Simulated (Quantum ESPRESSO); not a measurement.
# Energy mapping worked by hand: FeO (Wuestite)

Can a spin model with one coupling foretell the energy of a further order of FeO (Wuestite)?

Main program and level: Quantum ESPRESSO 7.5; LDA; plane waves with GBRV 1.5 LDA potentials, no spin-orbit coupling.

The database entry behind the starting cell differs from later determinations by our own check (inexact against later determinations), so it need not match the best structure at ambient conditions.

## 1. The structure

The structure is cubic, space group Fm-3m (No. 225). Conventional cell: a = 4.311 Å, b = 4.311 Å, c = 4.311 Å, α = 90.00°, β = 90.00°, γ = 90.00°. Fe has 6 O at 2.16 Å nearest. O has 6 Fe at 2.16 Å nearest. Farther neighbours and most contacts between anions are not listed.

The cell comes from the Crystallography Open Database.

## 2. The parallel order

All energies count from this run.

Contents of pw.in:

```
&CONTROL
  calculation = 'scf'
  prefix = 'pwscf'
  outdir = './tmp'
  pseudo_dir = './pseudo'
  disk_io = 'nowf'
/
&SYSTEM
  ibrav = 0
  nat = 2
  ntyp = 2
  ecutwfc = 40
  ecutrho = 280
  nbnd = 20
  occupations = 'smearing'
  smearing = 'fd'
  degauss = 0.00367493
  nspin = 2
  starting_magnetization(1) = 0.25
  starting_magnetization(2) = 0
/
&ELECTRONS
  conv_thr = 4d-09
  electron_maxstep = 150
  mixing_beta = 0.3
/
ATOMIC_SPECIES
Fe     55.8450 fe_lda_v1.5.uspp.F.UPF
O      15.9990 o_lda_v1.2.uspp.F.UPF
CELL_PARAMETERS angstrom
   0.0000000000    2.1554000000    2.1554000000
   2.1554000000    0.0000000000    2.1554000000
   2.1554000000    2.1554000000    0.0000000000
ATOMIC_POSITIONS crystal
Fe      0.0000000000    0.0000000000    0.0000000000
O       0.5000000000    0.5000000000    0.5000000000
K_POINTS automatic
8 8 8 0 0 0
```

Run with:

```console
$ OMP_NUM_THREADS=1 mpirun -n 4 pw.x -nk 4 -in pw.in > pw.out
```

Log:

```text
Program PWSCF v.7.5 starts
     [... lines left out ...]
     number of atoms/cell      =            2
     [... lines left out ...]
     number of electrons       =        22.00
     number of Kohn-Sham states=           20
     kinetic-energy cutoff     =      40.0000  Ry
     charge density cutoff     =     280.0000  Ry
     scf convergence threshold =      4.0E-09
     [... lines left out ...]
     48 Sym. Ops., with inversion, found
     [... lines left out ...]
     number of k points=    29  Fermi-Dirac smearing, width (Ry)=  0.0037
     [... lines left out ...]
     iteration # 10     ecut=    40.00 Ry     beta= 0.30
     [... lines left out ...]
     Magnetic moment per site  (integrated on atomic sphere of radius R)
     atom   1 (R=0.292)  charge= 13.5443  magn=  3.4315
     atom   2 (R=0.292)  charge=  5.7980  magn=  0.3391
     [... lines left out ...]
     the Fermi energy is    14.0368 ev
!    total energy              =    -282.56359061 Ry
     estimated scf accuracy    <          3.1E-10 Ry
     smearing contrib. (-TS)   =      -0.00099384 Ry
     [... lines left out ...]
     total magnetization       =     4.00 Bohr mag/cell
     absolute magnetization    =     4.01 Bohr mag/cell
     convergence has been achieved in  10 iterations
   JOB DONE.
```

The job ended after 3.2 s (4 MPI ranks of Arm Neoverse V2, shared host; peak memory 0.24 GiB; 13 s of CPU time).

Spin moment in the atom's sphere by atom:

| atom | spin moment in the atom's sphere (μB) |
| --- | --- |
| Fe1 | 3.43 |
| O2 | 0.34 |

This step gave:

```
smearing term TS       : 0.01352 eV
magnetization          : 4.001 μB
absolute magnetization : 4.007 μB
final state            : ferromagnetic
```

## 3. The orders used for the fit

The other orders were run with the same settings, on meshes that hold the same points. Free energies are divided by the number of Fe atoms; q is in fractions of the reciprocal vectors of the first run's cell.

| order | atoms | mesh | free energy (eV) | eV per Fe | largest moment (μB) |
| --- | --- | --- | --- | --- | --- |
| F + | 2 | 8×8×8 | -3844.4735 | -3844.4735 | 3.43 |
| AF q=(0,1/2,1/2) +- | 4 | 8×4×8 | -7688.4622 | -3844.2311 | 3.33 |

## 4. Counting neighbours

With E = −Σ J e_i·e_j over ordered pairs of unit vectors, turning a neighbour from parallel to opposed costs 2J a Fe atom. So an order lies 2 Σ n J over the parallel one, n being the opposed neighbours in each shell.

| shell | distance (Å) | neighbours | opposed in AF q=(0,1/2,1/2) +- | opposed in AF q=(0,0,1/2) +- |
| --- | --- | --- | --- | --- |
| J1 | 3.05 | 12 | 8 | 6 |
| J2 | 4.31 | 6 | 0 | 6 |

Only J1 is kept, as an effective coupling that takes up all reversed shells.

## 5. Solving

```
2 × 8 × J1 = +242.4 meV    (AF q=(0,1/2,1/2) +-)
J1 = +15.15 meV
```

## 6. The test

The couplings now give the orders that were left out:

```
2 × 6 × (+15.15) = +181.8 meV    (AF q=(0,0,1/2) +-)
```

The runs themselves:

| order | atoms | mesh | free energy (eV) | eV per Fe | largest moment (μB) | over the parallel order (meV) | foretold (meV) |
| --- | --- | --- | --- | --- | --- | --- | --- |
| AF q=(0,0,1/2) +- | 4 | 8×8×4 | -7688.8948 | -3844.4474 | 3.25 | +26.1 | +181.8 |

## 7. One more shell

One way to take up the miss is the next shell. Both differences then fix both couplings, and no order is left for a test.

```
2 × 8 × J1 = +242.4 meV    (AF q=(0,1/2,1/2) +-)
2 × 6 × J1 + 2 × 6 × J2 = +26.1 meV    (AF q=(0,0,1/2) +-)
J1 = +15.15 meV
J2 = -12.98 meV
```

## 8. What came out

```
effective J1 (Fe–Fe at 3.05 Å)      : 15.2 meV
largest miss on the orders left out : 156 meV
J1 with two shells                  : 15.2 meV
J2 with two shells                  : -13.0 meV
```

What this shows: The model misses the order left out by 156 meV, 64 % of the largest energy difference, so it fails: these couplings alone don't describe the crystal. With the next shell added the couplings are J1 = +15.15 and J2 = -12.98 meV, untested. The largest moment changes by 5.2 % between the orders. Shells that were dropped are folded into the couplings or show in the miss. No Hubbard term acts here. In such compounds local and semilocal functionals without one often delocalise the d electrons, and can shrink or lose moments and miss the size, sign and order of the couplings. The smearing term is large for its width, so states at the Fermi level are partly filled: at this level the cell is a metal or has a gap of a few widths at most.

[Logs and program files are shortened in this print: banners, set-up blocks, solver, clock and traceback lines can be left out without a mark of their own.]

[Logs are printed without paths, hosts, clocks, repeated set-up lines and the standing remarks that a program may print on its own settings, such as how far it seeks lower states.]

[Hosts, paths, dates, database ids (printed as entryN), source tags and the programs' standing remarks are cut or masked in the printed files.]

[Where a cell is said to come from a database of computed structures, the database is the Materials Project.]
